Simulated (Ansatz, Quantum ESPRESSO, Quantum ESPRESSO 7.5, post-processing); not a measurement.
# Ballistic transmission: vacuum gap of 5.0 Å between two Cu(111) faces

Wanted: the transmission near the Fermi level and the conductance of this junction: vacuum gap of 5.0 Å between two Cu(111) faces.

Method: plane-wave DFT, PBE, GBRV ultrasoft pseudopotentials (cross-check by Ansatz 0.2.0 with PAW datasets), in Quantum ESPRESSO 7.5.

Most raw output is cut from this account.

## (1) The structure

The cell holds 12 atoms: 12 Cu. Cell: a = 2.574 Å, b = 2.574 Å, c = 28.117 Å, α = 90.0°, β = 90.0°, γ = 60.0°. It derives from Cu. Regions: left lead, 6 atoms (6 Cu); right lead, 6 atoms (6 Cu). The structure is stacked along c, and the current runs across the ab planes.

## (2) Ground state

One periodic cell holds a stretch of lead, the junction and more lead; the atoms stay as built.

File scf.in:

```
&control
  prefix = 'scf'
  outdir = './out'
  pseudo_dir = './pseudo'
  calculation = 'scf'
  tprnfor = .true.
/
&system
  ibrav = 0
  nat = 12
  ntyp = 1
  ecutwfc = 40
  ecutrho = 200
  occupations = 'smearing'
  smearing = 'mv'
  degauss = 0.01
/
&electrons
  conv_thr = 1e-07
  mixing_beta = 0.25
  electron_maxstep = 120
  mixing_mode = 'local-TF'
/
ATOMIC_SPECIES
  Cu  63.5460  cu_pbe_v1.2.uspp.F.UPF
CELL_PARAMETERS angstrom
  2.57386868351903 0.00000000000000 0.00000000000000
  1.28693434175952 2.22903566593269 0.00000000000000
  0.00000000000000 0.00000000000000 28.11710477835262
ATOMIC_POSITIONS crystal
  Cu  0.000000000000 0.000000000000 0.000000000000
  Cu  0.333333333000 0.333333333000 0.074742936601
  Cu  0.666666667000 0.666666667000 0.149485873202
  Cu  0.000000000000 0.000000000000 0.224228809803
  Cu  0.333333333000 0.333333333000 0.298971746404
  Cu  0.666666667000 0.666666667000 0.373714683005
  Cu  0.000000000000 0.000000000000 0.551542380394
  Cu  0.333333333000 0.333333333000 0.626285316995
  Cu  0.666666667000 0.666666667000 0.701028253596
  Cu  0.000000000000 0.000000000000 0.775771190197
  Cu  0.333333333000 0.333333333000 0.850514126798
  Cu  0.666666667000 0.666666667000 0.925257063399
K_POINTS automatic
  11 11 1 0 0 0
```

Run with:

```sh
> OMP_NUM_THREADS=1 mpirun -n 4 pw.x -nk 4 -in scf.in > scf.out
```

Wall time 93 s (4 MPI ranks of Arm Neoverse V2, shared host); peak memory 0.76 GiB.

This step gave:

| Quantity | Value |
| --- | --- |
| free energy | -65923.9478 eV |
| Fermi energy | 13.59 eV |

The program's own clock; routines nest. Time by routine:

```tsv
routine	wall time (s)	calls
PWSCF	92.24	1
electrons	89.25	1
c_bands	79.95	16
cegterg	73.91	64
h_psi	30.08	259
fftw	15.65	52742
vloc_psi	15.47	259
calbec	10.55	339
s_psi	7.09	259
add_vuspsi	7.09	259
h_psi:calbec	7.07	259
sum_band	6.94	16
cdiaghg	6.1	255
init_run	1.96	1
```

The run needed 16 iterations to bring the estimated error under 1e-07 Ry; the largest force on any atom, held or free, is 0.09 eV/Å.

## (3) Transmission with pwcond.x

prefixt takes both regions from one run: the lead from 0 to bdl, the scattering region from bdl to bds (units of alat). ikind = 1 puts the same lead on both sides. The program's T_tot counts both spins in a run without spin; the tables below give T per spin.

File cond.in:

```
&inputcond
  outdir = './out'
  prefixt = 'scf'
  tran_file = 'cond.dat'
  bdl = 2.4494897430
  bds = 10.9240634381
  ikind = 1
  ewind = 4.0
  epsproj = 1e-05
  nz1 = 7
  energy0 = 0.4
  denergy = -0.4
/
19
  0.00000000 0.00000000 0.00694444
  0.00000000 0.08333333 0.04166667
  0.00000000 0.16666667 0.04166667
  0.00000000 0.25000000 0.04166667
  0.00000000 0.33333333 0.04166667
  0.00000000 0.41666667 0.04166667
  0.00000000 0.50000000 0.02083333
  0.08333333 0.16666667 0.04166667
  0.08333333 0.25000000 0.08333333
  0.08333333 0.33333333 0.08333333
  0.08333333 0.41666667 0.08333333
  0.08333333 0.50000000 0.08333333
  0.16666667 0.33333333 0.04166667
  0.16666667 0.41666667 0.08333333
  0.16666667 0.50000000 0.08333333
  0.16666667 0.58333333 0.04166667
  0.25000000 0.50000000 0.04166667
  0.25000000 0.58333333 0.08333333
  0.33333333 0.66666667 0.01388889
3
```

Run with:

```sh
> OMP_NUM_THREADS=1 mpirun -n 4 pwcond.x -in cond.in > cond.out
```

Wall time 36 s (4 MPI ranks); peak memory 0.23 GiB; 2.4 min of CPU time.

This step gave:

| Property | Result |
| --- | --- |
| lead channels at the Fermi level, one spin | 0.8125 |
| transmission at the Fermi level, one spin | 0.02418 |
| conductance | 0.02418 G₀ |

Per spin; mean over the k mesh across the current. Table of open channels, zone mean by energy, zero at the Fermi level:

```tsv
energy (eV)	open channels, zone mean
-0.400	0.729
0.000	0.812
0.400	0.812
```

Per spin; mean over the k mesh across the current. Transmission, zone mean against energy, zero at the Fermi level:

```tsv
energy (eV)	transmission, zone mean
-0.400	0.0264
0.000	0.0242
0.400	0.0377
```

At 0.000 eV; k in fractions of b1, b2. Transmission by k point:

```tsv
k1	k2	weight	t	channels
0	0	0.006944	0	0
0	0.08333	0.04167	0	0
0	0.1667	0.04167	0.1211	1
0	0.25	0.04167	0.04022	1
0	0.3333	0.04167	0.01523	1
0	0.4167	0.04167	0.005021	1
0	0.5	0.02083	9.16e-4	1
0.08333	0.1667	0.04167	0.1721	1
0.08333	0.25	0.08333	0.05749	1
0.08333	0.3333	0.08333	0.02215	1
0.08333	0.4167	0.08333	0.00849	1
0.08333	0.5	0.08333	6.55e-4	1
0.1667	0.3333	0.04167	0.02556	1
0.1667	0.4167	0.08333	0.01091	1
0.1667	0.5	0.08333	4.02e-4	1
0.1667	0.5833	0.04167	0	0
0.25	0.5	0.04167	3.96e-4	1
0.25	0.5833	0.08333	0	0
0.3333	0.6667	0.01389	0	0
```

The program's own clock; routines nest. Time by routine:

```tsv
routine	wall time (s)	calls
PWCOND	35.74	1
scatter_forw	29.17	114
compbs	3.32	57
compbs_2	2.76	57
local	2.01	19
init	0.33	1
poten	0.03	1
```

At no point does T exceed the number of channels.

## (4) The open system, with epsproj = 0.001

A sensitivity test on the input.

cond.w.in is the input of step 3 with these lines changed:

```diff
@@ -3,3 +3,3 @@
   prefixt = 'scf'
-  tran_file = 'cond.dat'
+  tran_file = 'cond.w.dat'
   bdl = 2.4494897430
@@ -8,3 +8,3 @@
   ewind = 4.0
-  epsproj = 1e-05
+  epsproj = 0.001
   nz1 = 7
```

Run with:

```sh
> OMP_NUM_THREADS=1 mpirun -n 4 pwcond.x -in cond.w.in > cond.w.out
```

It took 24 s on 4 MPI ranks; peak memory 0.21 GiB; 95 s of CPU time.

The changed values were drawn from a wide range, not chosen for quality; the comparison shows what they did here together.

Beside the run it was changed from:

```tsv
quantity	this run	unchanged run	difference
transmission at the Fermi level, one spin	0.02380	0.02418	-3.8e-4
lead channels at the Fermi level, one spin	0.8125	0.8125	0
wall time (s)	24	36
```

Over all energies T moves by up to 3.8e-4, at 0 eV.

The physical values in this table move by up to 1.6 %.

## (5) The same in Ansatz

As a check, the same structure is run in Ansatz.

Level of this step: plane-wave DFT, PBE, Ansatz PAW (Ansatz 0.2.0).

File input.yaml:

```yaml
crystal:
  lattice:
    - [2.5738686835, 0.0, 0.0]
    - [1.2869343418, 2.2290356659, 0.0]
    - [0.0, 0.0, 28.1171047784]
  atoms:
    - { symbol: Cu, position: [0.0, 0.0, 0.0] }
    - { symbol: Cu, position: [0.333333333, 0.333333333, 0.0747429366] }
    - { symbol: Cu, position: [0.666666667, 0.666666667, 0.1494858732] }
    - { symbol: Cu, position: [0.0, 0.0, 0.2242288098] }
    - { symbol: Cu, position: [0.333333333, 0.333333333, 0.2989717464] }
    - { symbol: Cu, position: [0.666666667, 0.666666667, 0.373714683] }
    - { symbol: Cu, position: [0.0, 0.0, 0.5515423804] }
    - { symbol: Cu, position: [0.333333333, 0.333333333, 0.626285317] }
    - { symbol: Cu, position: [0.666666667, 0.666666667, 0.7010282536] }
    - { symbol: Cu, position: [0.0, 0.0, 0.7757711902] }
    - { symbol: Cu, position: [0.333333333, 0.333333333, 0.8505141268] }
    - { symbol: Cu, position: [0.666666667, 0.666666667, 0.9252570634] }
kpoints:
  mp_grid: { grid: [11, 11, 1] }
hamiltonian:
  xc: pbe
scf:
  occupations: { method: fermi_dirac, width: 0.1 }
  convergence: { dr2_threshold: 1.0e-08 }
output:
  transmission: { leads: [[0, 3]], e_range: [-0.4, 0.4], de: 0.4, kmesh: [12, 12] }
  write_potential: true
  write_density: true
  volumetric_format: npy
  elf: true
```

Run with:

```sh
> ansatz run input.yaml --threads 4 --pin off --max-ram 8192MiB --backend cpu --events-out ev --progress --plain --runs-dir out
```

Run time: 9.8 s. Hardware: 4 threads; peak memory 0.81 GiB.

Numbers from this step:

```
free energy                                  : -79501.2361 eV
energy at zero smearing                      : -79501.1820 eV
smearing term TS                             : 0.1081 eV
Fermi energy                                 : 14.22 eV
symmetry operations                          : 12
transmission at the Fermi level, one spin    : 0.02465
step of the lead's Hamiltonian over a period : 1131 meV
```

Per spin; mean over the k mesh across the current. The transmission, zone mean by energy, zero at the Fermi level:

```tsv
energy (eV)	transmission, zone mean
-0.400	0.0267
0.000	0.0247
0.400	0.0388
```

Per spin; mean over the k mesh across the current. The open channels, zone mean stays at 0.812 for energy from -0.4 to 0.4 eV.

Valence density in the ca plane at fractional y = 0.000, with atoms of Cu within 0.2 Å of it. It is the smooth field of the valence electrons, not physical close to the nuclei.

Values in e/Å³, 5 rows by 16 columns, each cell a mean:
```
15  1  0  0  0  0  0  0  0 15  2  0  0  0  0  9
 1  0  1  0  1  0  0  0  0  1  0  1  0  1  0  1
 0  0  1  0  1  0  0  0  0  0  0  1  0  1  1  0
 3  0  0  0  0  0  0  0  0  3  1  0  0  0  0  2
28  1  0  0  0  0  0  0  0 27  3  0  0  0  0 16
```
Columns run along c (16.0 Å, from fractional 0.22 to 0.78 of the cell), rows up along a (2.6 Å). Atoms in or near the plane, at fractional coordinates: Cu at (0.22, 0.00), Cu at (0.55, 0.00), Cu at (0.78, 0.00).

Electrostatic potential energy in the ca plane at fractional y = 0.000, with atoms of Cu within 0.2 Å of it. With pseudopotentials it is smooth inside the atoms' cores, unlike the true potential.

Ten even steps from '0' (-39 eV) to '9' (19 eV), each cell a mean:
```
00269999999999999999999851005899999999999720
22589988999888999999999974237998889998889852
77899867899867899999999998779987679987689987
99999755788756899999999999999986568975579999
88899766898756899999999998889986578986579998
44689888899888999999999985458998789988889864
00279999999999999999999961016899999999999730
00169999999999999999999840004899999999999610
```
Columns run along c (16.0 Å, from fractional 0.22 to 0.78 of the cell; values clipped at the 3rd and 97th percentile), rows up along a (2.6 Å). Atoms in or near the plane, at fractional coordinates: Cu at (0.22, 0.00), Cu at (0.55, 0.00), Cu at (0.78, 0.00).

Ansatz finds T = 0.0247 against pwcond's 0.0242.

## (6) All levels side by side

All levels:

```tsv
step	T at the Fermi level (per spin)	conductance (G0)	r.m.s. T(E) from the first	CPU time of the step (s)	peak memory (GiB)
Ansatz	0.02465	-	0	36.3	0.814
pwcond	0.02418	0.02418	7.11e-4	144.8	0.23
pwcond, changed setting	0.0238	0.0238	0.001015	95.39	0.21
```

Per spin; mean over the k mesh across the current. Transmission, zone mean against energy, zero at the Fermi level:

```tsv
energy (eV)	Ansatz	pwcond	pwcond, changed setting
-0.400	0.0267	0.0264	0.0262
0.000	0.0247	0.0242	0.0238
0.400	0.0388	0.0377	0.0373
```

## (7) The arithmetic

The Landauer sum over the mesh, Σ w T = 0.0417 × 0.172 + 0.0417 × 0.121 + 0.0833 × 0.0575 + … = 0.02418.

G = 0.0242 × 77.48 µS = 1.87 µS a cell. Times the area of 5.737 Å², the resistance-area product is A/G = 30.6 fΩ m², the leads' contact resistance included.

Free electrons at 1 an atom (3 atoms in 36.2 Å³) have k_F = 1.349 1/Å and offer A k_F²/4π = 0.83 channels per spin; the lead has 0.81 on this mesh.

## (8) Outcome

```
conductance from T at the Fermi level, a cell (G₀ = 2e²/h) : 0.0242 G₀
conductance per area                                       : 32.6 S/μm²
lead channels per spin                                     : 0.81
the same conductance by Ansatz                             : 0.0247 G₀
```

**Reading.** The junction conducts 0.0242 G₀ a cell at the Fermi level (PBE, GBRV ultrasoft). At the Fermi level the junction passes 3.0 % of what the leads offer. At the Fermi level pwcond and Ansatz differ by 1.9 %, a close match. Ansatz finds a step of 1131 meV across the lead's period inside the junction cell: the lead is too short to be bulk-like, which bears on both codes. Points with over 2.5 times the mean carry 51 % of T, so the mean leans on few points, and the mesh was not tested. Over -0.4 to 0.4 eV, T lies between 0.024 and 0.038 per spin. The geometry is as built, not relaxed, and the leads are short. Semilocal functionals lack the image potential in a vacuum gap.

[Logs are printed without paths, hosts, clocks, repeated set-up lines and the standing remarks that a program may print on its own settings, such as how far it seeks lower states.]

[Hosts, paths, dates, database ids (printed as entryN), source tags and the programs' standing remarks are cut or masked in the printed files.]

[Maps of the electrostatic potential energy from Ansatz leave out the sawtooth potential of an applied field or a dipole correction, so their vacuum need not be flat; planar profiles and work functions include it.]
